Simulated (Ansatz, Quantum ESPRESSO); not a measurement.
# Band edges of H-CC-F chair, 1 layer under strain, part 2 of 2

How do the band edges of H-CC-F chair, 1 layer move against the vacuum when the sheet is stretched?

Quantum ESPRESSO 7.5; plane-wave DFT, PBE, GBRV ultrasoft pseudopotentials; geometry by Ansatz 0.2.0 with PAW datasets.

So far: The starting structure; Geometry from Ansatz.

## (3) The script

Under ESM bc1 levels count from the vacuum, or from the mean of the two vacuum levels where the sheet has a dipole, so band edges at unlike strains can be compared.

Level of this step: plane-wave DFT, PBE, GBRV ultrasoft pseudopotentials (Quantum ESPRESSO 7.5).

The input, run.py:

```python
import json
import numpy as np
from ase import Atoms
from ase.calculators.espresso import Espresso, EspressoProfile

profile = EspressoProfile(command='mpirun -n 2 pw.x -nk 2', pseudo_dir='../pseudo')
pseudopotentials = {'C': 'c_pbe_v1.2.uspp.F.UPF', 'F': 'f_pbe_v1.4.uspp.F.UPF', 'H': 'h_pbe_v1.4.uspp.F.UPF'}
system = {'ecutwfc': 40, 'ecutrho': 200, 'occupations': 'smearing', 'smearing': 'fd', 'degauss': 0.002}


def calculator(name, kpts, **extra):
    data = dict(control=dict(tprnfor=True, verbosity='high', disk_io='none'),
                system=system | extra,
                electrons=dict(conv_thr=1e-09, mixing_beta=0.4, mixing_mode='plain',
                               electron_maxstep=100))
    return Espresso(profile=profile, directory=name, pseudopotentials=pseudopotentials, kpts=kpts, input_data=data)


def centre(atoms):
    z = atoms.positions[:, 2]
    atoms.positions[:, 2] -= (z.max() + z.min()) / 2  # ESM wants the slab about z = 0
    return atoms

sheet = Atoms(
    ['F', 'C', 'C', 'H'],
    scaled_positions=[
        [0.6666666667, 0.3333333333, 0.4173640019],
        [0.6666666667, 0.3333333333, 0.4941018615],
        [0.3333333333, 0.6666666667, 0.5206694764],
        [0.3333333333, 0.6666666667, 0.5823843921]],
    cell=[
        [2.573228886072, 0.000000000000, 0.000000000000],
        [-1.286614443036, 2.228481585090, 0.000000000000],
        [0.000000000000, 0.000000000000, 17.906666666700]],
    pbc=True)

rows = []
for strain in [-0.03, -0.015, 0.0, 0.015, 0.03]:
    atoms = sheet.copy()
    atoms.set_cell(sheet.cell.array * [[1 + strain], [1 + strain], [1]], scale_atoms=True)
    atoms = centre(atoms)
    atoms.calc = calculator(f's{strain:+.3f}', (18, 18, 1), assume_isolated='esm', esm_bc='bc1', nbnd=12)
    energy = atoms.get_potential_energy()
    levels = np.array([atoms.calc.get_eigenvalues(kpt=i) for i in range(len(atoms.calc.get_ibz_k_points()))])
    top, bottom = levels[:, 7].max(), levels[:, 8].min()
    direct = (levels[:, 8] - levels[:, 7]).min()
    rows.append([strain, energy, top, bottom, direct])
    print(f'strain {strain:+.3f}: E = {energy:.5f} eV, valence top {top:.3f}, conduction bottom {bottom:.3f}, '
          f'gap {bottom - top:.3f}, least direct gap {direct:.3f} eV')

x, energy, top, bottom, direct = np.array(rows).T
area = np.linalg.norm(np.cross(*sheet.cell[:2]))
stiffness = np.polyfit(x, energy, 2)[0] / area * 16.0218  # C11 + C12, heights clamped
print(f'valence and conduction edges move by {np.polyfit(x, top, 1)[0]:.2f} and {np.polyfit(x, bottom, 1)[0]:.2f} eV per unit biaxial strain')
print(f'C11 + C12 with clamped heights: {stiffness:.1f} N/m')
json.dump(dict(rows=rows, stiffness=stiffness), open('result.json', 'w'))
```

Launch:

```console
$ OMP_NUM_THREADS=1 python run.py
```

The program printed:

```text
strain -0.030: E = -989.54928 eV, valence top -5.851, conduction bottom -3.614, gap 2.237, least direct gap 2.237 eV
strain -0.015: E = -989.62162 eV, valence top -5.965, conduction bottom -3.530, gap 2.436, least direct gap 2.436 eV
strain +0.000: E = -989.64470 eV, valence top -6.066, conduction bottom -3.442, gap 2.624, least direct gap 2.624 eV
strain +0.015: E = -989.62431 eV, valence top -6.154, conduction bottom -3.360, gap 2.794, least direct gap 2.794 eV
strain +0.030: E = -989.56578 eV, valence top -6.231, conduction bottom -3.281, gap 2.950, least direct gap 2.950 eV
valence and conduction edges move by -6.33 and 5.57 eV per unit biaxial strain
C11 + C12 with clamped heights: 270.7 N/m
```

It took 80 s on 2 MPI ranks of Arm Neoverse V2, shared host; peak memory 0.17 GiB.

The input that ASE wrote for the first run, and its log:

```
&CONTROL
   verbosity        = 'high'
   tprnfor          = .true.
   disk_io          = 'none'
   pseudo_dir       = '../pseudo'
/
&SYSTEM
   nbnd             = 12
   ecutwfc          = 40
   ecutrho          = 200
   occupations      = 'smearing'
   degauss          = 0.002
   smearing         = 'fd'
   assume_isolated  = 'esm'
   esm_bc           = 'bc1'
   ntyp             = 3
   nat              = 4
   ibrav            = 0
/
&ELECTRONS
   electron_maxstep = 100
   conv_thr         = 1e-09
   mixing_mode      = 'plain'
   mixing_beta      = 0.4
/
&IONS
/
&CELL
/
&FCP
/
&RISM
/
ATOMIC_SPECIES
F 18.998403163 f_pbe_v1.4.uspp.F.UPF
C 12.011 c_pbe_v1.2.uspp.F.UPF
H 1.008 h_pbe_v1.4.uspp.F.UPF

K_POINTS automatic
18 18 1  0 0 0

CELL_PARAMETERS angstrom
2.49603201948984 0.00000000000000 0.00000000000000
-1.24801600974492 2.16162713753730 0.00000000000000
0.00000000000000 0.00000000000000 17.90666666670000

ATOMIC_POSITIONS angstrom
F 1.2480160099 0.7205423791 -1.4774825603  
C 1.2480160099 0.7205423791 -0.1033632877  
C -0.0000000001 1.4410847584 0.3723741365  
H -0.0000000001 1.4410847584 1.4774825603
```

```text
Program PWSCF v.7.5 starts
[citation notice left out]

     Parallel version (MPI & OpenMP), running on       2 processor cores
     Number of MPI processes:                 2
     Threads/MPI process:                     1

     MPI processes distributed on     1 nodes
[... 1 line left out ...]

Warning: card &CELL ignored
Warning: card &FCP ignored
Warning: card &RISM ignored

     Current dimensions of program PWSCF are:
     Max number of different atomic species (ntypx) = 10
     Max number of k-points (npk) =  40000
     Max angular momentum in pseudopotentials (lmaxx) =  4
     Message from routine setup:
     using ibrav=0 with symmetry is DISCOURAGED, use correct ibrav instead

     K-points division:     npool     =       2
     Subspace diagonalization in iterative solution of the eigenvalue problem:
     a serial algorithm will be used

     G-vector sticks info
     --------------------
     sticks:   dense  smooth     PW     G-vecs:    dense   smooth      PW
     Sum         313     253     85                31305    22421    4229

     Using Slab Decomposition

     bravais-lattice index     =            0
     lattice parameter (alat)  =       4.7168  a.u.
     unit-cell volume          =     651.9920 (a.u.)^3
     number of atoms/cell      =            4
     number of atomic types    =            3
     number of electrons       =        16.00
     number of Kohn-Sham states=           12
     kinetic-energy cutoff     =      40.0000  Ry
     charge density cutoff     =     200.0000  Ry
     scf convergence threshold =      1.0E-09
     mixing beta               =       0.4000
     number of iterations used =            8  plain     mixing
     Exchange-correlation=  SLA  PW   PBX  PBC
                           (   1   4   3   4   0   0   0)

     Effective Screening Medium Method
     =================================
     Boundary Conditions: Vacuum-Slab-Vacuum
     total charge in unit cell        =   0.0000
     grid points for fit at edges     =        4

[... 10 lines left out ...]
     PseudoPot. # 1 for F  read from file:
     ../pseudo/f_pbe_v1.4.uspp.F.UPF
     Pseudo is Ultrasoft, Zval =  7.0
     Generated by new atomic code, or converted to UPF format
     Using radial grid of  799 points,  4 beta functions with:
                l(1) =   0
                l(2) =   0
                l(3) =   1
                l(4) =   1
     Q(r) pseudized with  8 coefficients,  rinner =    0.950   0.950   0.950

     PseudoPot. # 2 for C  read from file:
     ../pseudo/c_pbe_v1.2.uspp.F.UPF
     Pseudo is Ultrasoft + core correction, Zval =  4.0
     Generated by new atomic code, or converted to UPF format
     Using radial grid of  721 points,  4 beta functions with:
                l(1) =   0
                l(2) =   0
                l(3) =   1
                l(4) =   1
     Q(r) pseudized with  8 coefficients,  rinner =    1.100   1.100   1.100

[... 694 lines left out ...]
     estimated scf accuracy    <          7.2E-10 Ry
     smearing contrib. (-TS)   =      -0.00000000 Ry
     internal energy E=F+TS    =     -72.73053686 Ry

     The total energy is F=E-TS. E is the sum of the following terms:
     one-electron contribution =     353.97917524 Ry
     hartree contribution      =    -174.46979328 Ry
     xc contribution           =     -17.43197224 Ry
     ewald contribution        =    -234.80794657 Ry

     convergence has been achieved in  13 iterations

     negative rho (up, down):  2.015E-04 0.000E+00

     Forces acting on atoms (cartesian axes, Ry/au):

     atom    1 type  1   force =     0.00000000    0.00000000   -0.01370464
     atom    2 type  2   force =     0.00000000    0.00000000    0.00254268
     atom    3 type  2   force =     0.00000000    0.00000000    0.00606805
     atom    4 type  3   force =     0.00000000    0.00000000    0.00510388
     The non-local contrib.  to forces
     atom    1 type  1   force =     0.00000000    0.00000000    2.52896330
     atom    2 type  2   force =    -0.00000000   -0.00000000   -0.34660059
     atom    3 type  2   force =     0.00000000   -0.00000000    0.06885096
     atom    4 type  3   force =     0.00000000    0.00000000   -0.17282670
     The ionic contribution  to forces
     atom    1 type  1   force =    -0.00000000    0.00000000  -43.01238839
     atom    2 type  2   force =    -0.00000000    0.00000000   12.20309801
     atom    3 type  2   force =     0.00000000   -0.00000000   20.37956691
     atom    4 type  3   force =     0.00000000   -0.00000000   10.42972348
     The local contribution  to forces
     atom    1 type  1   force =    -0.00000002    0.00000001   40.46961041
     atom    2 type  2   force =    -0.00000000    0.00000000  -11.85716832
     atom    3 type  2   force =     0.00000000   -0.00000000  -20.44208281
     atom    4 type  3   force =     0.00000000   -0.00000000  -10.25179219
     The core correction contribution to forces
     atom    1 type  1   force =     0.00000000    0.00000000    0.00000000
     atom    2 type  2   force =     0.00000000   -0.00000000    0.00316434
     atom    3 type  2   force =    -0.00000000    0.00000000   -0.00029538
     atom    4 type  3   force =     0.00000000    0.00000000    0.00000000
     The Hubbard contrib.    to forces
     atom    1 type  1   force =     0.00000000    0.00000000    0.00000000
     atom    2 type  2   force =     0.00000000    0.00000000    0.00000000
     atom    3 type  2   force =     0.00000000    0.00000000    0.00000000
     atom    4 type  3   force =     0.00000000    0.00000000    0.00000000
     The SCF correction term to forces
     atom    1 type  1   force =    -0.00000000    0.00000000    0.00011005
     atom    2 type  2   force =    -0.00000000    0.00000000    0.00004923
     atom    3 type  2   force =     0.00000000   -0.00000000    0.00002837
     atom    4 type  3   force =     0.00000000    0.00000000   -0.00000071

     Total force =     0.016036     Total SCF correction =     0.000124
     Message from routine punch:
     Nothing written, as per user request (disk_io='none')

[... 1 line left out ...]

[... 1 line left out ...]

[... 1 line left out ...]

[... 3 lines left out ...]

[... 1 line left out ...]

[... 2 lines left out ...]

[... 1 line left out ...]

[... 1 line left out ...]

=------------------------------------------------------------------------------=
   JOB DONE.
=------------------------------------------------------------------------------=
```

Numbers from this step:

- biaxial stiffness: 270.7 N/m

Band edge from the vacuum level against biaxial strain:

```
biaxial strain (%)  valence top (eV)  conduction bottom (eV)
             -3.00             -5.85                   -3.61
             -1.50             -5.97                   -3.53
              0.00             -6.07                   -3.44
              1.50             -6.15                   -3.36
              3.00             -6.23                   -3.28
```

The gap by biaxial strain:

```
biaxial strain (%)  on the mesh (eV)  least direct (eV)
             -3.00              2.24               2.24
             -1.50              2.44               2.44
              0.00              2.62               2.62
              1.50              2.79               2.79
              3.00              2.95               2.95
```

The energy over the lowest by biaxial strain:

```
biaxial strain (%)  energy over the lowest (meV)
             -3.00                          95.4
             -1.50                          23.1
              0.00                             0
              1.50                          20.4
              3.00                          78.9
```

## (4) Running the series: PBE, PseudoDojo norm-conserving

Level of this step: plane-wave DFT, PBE, PseudoDojo norm-conserving pseudopotentials (Quantum ESPRESSO 7.5).

run.py is the input of step 3 with these lines changed:

```diff
@@ -6,4 +6,4 @@
 profile = EspressoProfile(command='mpirun -n 2 pw.x -nk 2', pseudo_dir='../pseudo')
-pseudopotentials = {'C': 'c_pbe_v1.2.uspp.F.UPF', 'F': 'f_pbe_v1.4.uspp.F.UPF', 'H': 'h_pbe_v1.4.uspp.F.UPF'}
-system = {'ecutwfc': 40, 'ecutrho': 200, 'occupations': 'smearing', 'smearing': 'fd', 'degauss': 0.002}
+pseudopotentials = {'C': 'C.dojo-sr-pbe-0.4.1-standard.upf', 'F': 'F.dojo-sr-pbe-0.4.1-standard.upf', 'H': 'H.dojo-sr-pbe-0.4.1-standard.upf'}
+system = {'ecutwfc': 74, 'ecutrho': 296, 'occupations': 'smearing', 'smearing': 'fd', 'degauss': 0.002}
```

Launch:

```console
$ OMP_NUM_THREADS=1 python run.py
```

The program printed:

```text
strain -0.030: E = -1013.99567 eV, valence top -5.803, conduction bottom -3.571, gap 2.232, least direct gap 2.232 eV
strain -0.015: E = -1014.06862 eV, valence top -5.920, conduction bottom -3.485, gap 2.435, least direct gap 2.435 eV
strain +0.000: E = -1014.09229 eV, valence top -6.022, conduction bottom -3.400, gap 2.622, least direct gap 2.622 eV
strain +0.015: E = -1014.07232 eV, valence top -6.111, conduction bottom -3.316, gap 2.795, least direct gap 2.795 eV
strain +0.030: E = -1014.01412 eV, valence top -6.189, conduction bottom -3.234, gap 2.954, least direct gap 2.954 eV
valence and conduction edges move by -6.42 and 5.62 eV per unit biaxial strain
C11 + C12 with clamped heights: 271.4 N/m
```

The job ended after 5.1 min (2 MPI ranks; peak memory 0.25 GiB; 10 min of CPU time).

This step gave:

```
biaxial stiffness : 271.4 N/m
```

Table of band edge from the vacuum level by biaxial strain:

```
biaxial strain (%)  valence top (eV)  conduction bottom (eV)
             -3.00             -5.80                   -3.57
             -1.50             -5.92                   -3.48
              0.00             -6.02                   -3.40
              1.50             -6.11                   -3.32
              3.00             -6.19                   -3.23
```

Gap against biaxial strain:

```
biaxial strain (%)  on the mesh (eV)  least direct (eV)
             -3.00              2.23               2.23
             -1.50              2.43               2.43
              0.00              2.62               2.62
              1.50              2.79               2.79
              3.00              2.95               2.95
```

Energy over the lowest against biaxial strain:

```
biaxial strain (%)  energy over the lowest (meV)
             -3.00                          96.6
             -1.50                          23.7
              0.00                             0
              1.50                          20.0
              3.00                          78.2
```

## (5) Worked from the printed numbers

Under equal strain ε in the plane, E = A (C11 + C12) ε². From the points at ±1.5 %: d²E/dε² = (23.08 + 20.39 − 2 × 0.00) meV / 0.015² = 193 eV, and 193/(2 × 5.734 Å²) × 16.02 = 270 N/m.

## (6) What came out

| Quantity | Value |
| --- | --- |
| C11 + C12, heights clamped, PBE, GBRV ultrasoft | 271 N/m |
| gap on the mesh at zero strain, PBE, GBRV ultrasoft | 2.62 eV |
| valence top below the mean of the two vacuum levels at zero strain, PBE, GBRV ultrasoft | 6.07 eV |
| shift of the valence top per unit biaxial strain, PBE, GBRV ultrasoft | -6.3 eV |
| shift of the conduction bottom per unit biaxial strain, PBE, GBRV ultrasoft | 5.6 eV |
| C11 + C12, heights clamped, PBE, PseudoDojo norm-conserving | 271 N/m |
| gap on the mesh at zero strain, PBE, PseudoDojo norm-conserving | 2.62 eV |
| valence top below the mean of the two vacuum levels at zero strain, PBE, PseudoDojo norm-conserving | 6.02 eV |
| shift of the valence top per unit biaxial strain, PBE, PseudoDojo norm-conserving | -6.4 eV |
| shift of the conduction bottom per unit biaxial strain, PBE, PseudoDojo norm-conserving | 5.6 eV |

**Reading.** The sheet's biaxial stiffness comes to 271 N/m and its gap at zero strain to 2.62 eV (PBE, GBRV ultrasoft). From −3 % to +3 % the gap on the mesh goes from 2.24 to 2.95 eV; it is direct at every strain. Heights are clamped under strain, which makes a sheet with several atomic planes too stiff. Semilocal gaps are too small. The sheet carries a dipole, so the two faces have unlike vacuum levels and the zero lies between them.

[Logs are printed without paths, hosts, clocks, repeated set-up lines and the standing remarks that a program may print on its own settings, such as how far it seeks lower states.]

[Hosts, paths, dates, database ids (printed as entryN), source tags and the programs' standing remarks are cut or masked in the printed files.]

[Maps of the electrostatic potential energy from Ansatz leave out the sawtooth potential of an applied field or a dipole correction, so their vacuum need not be flat; planar profiles and work functions include it.]
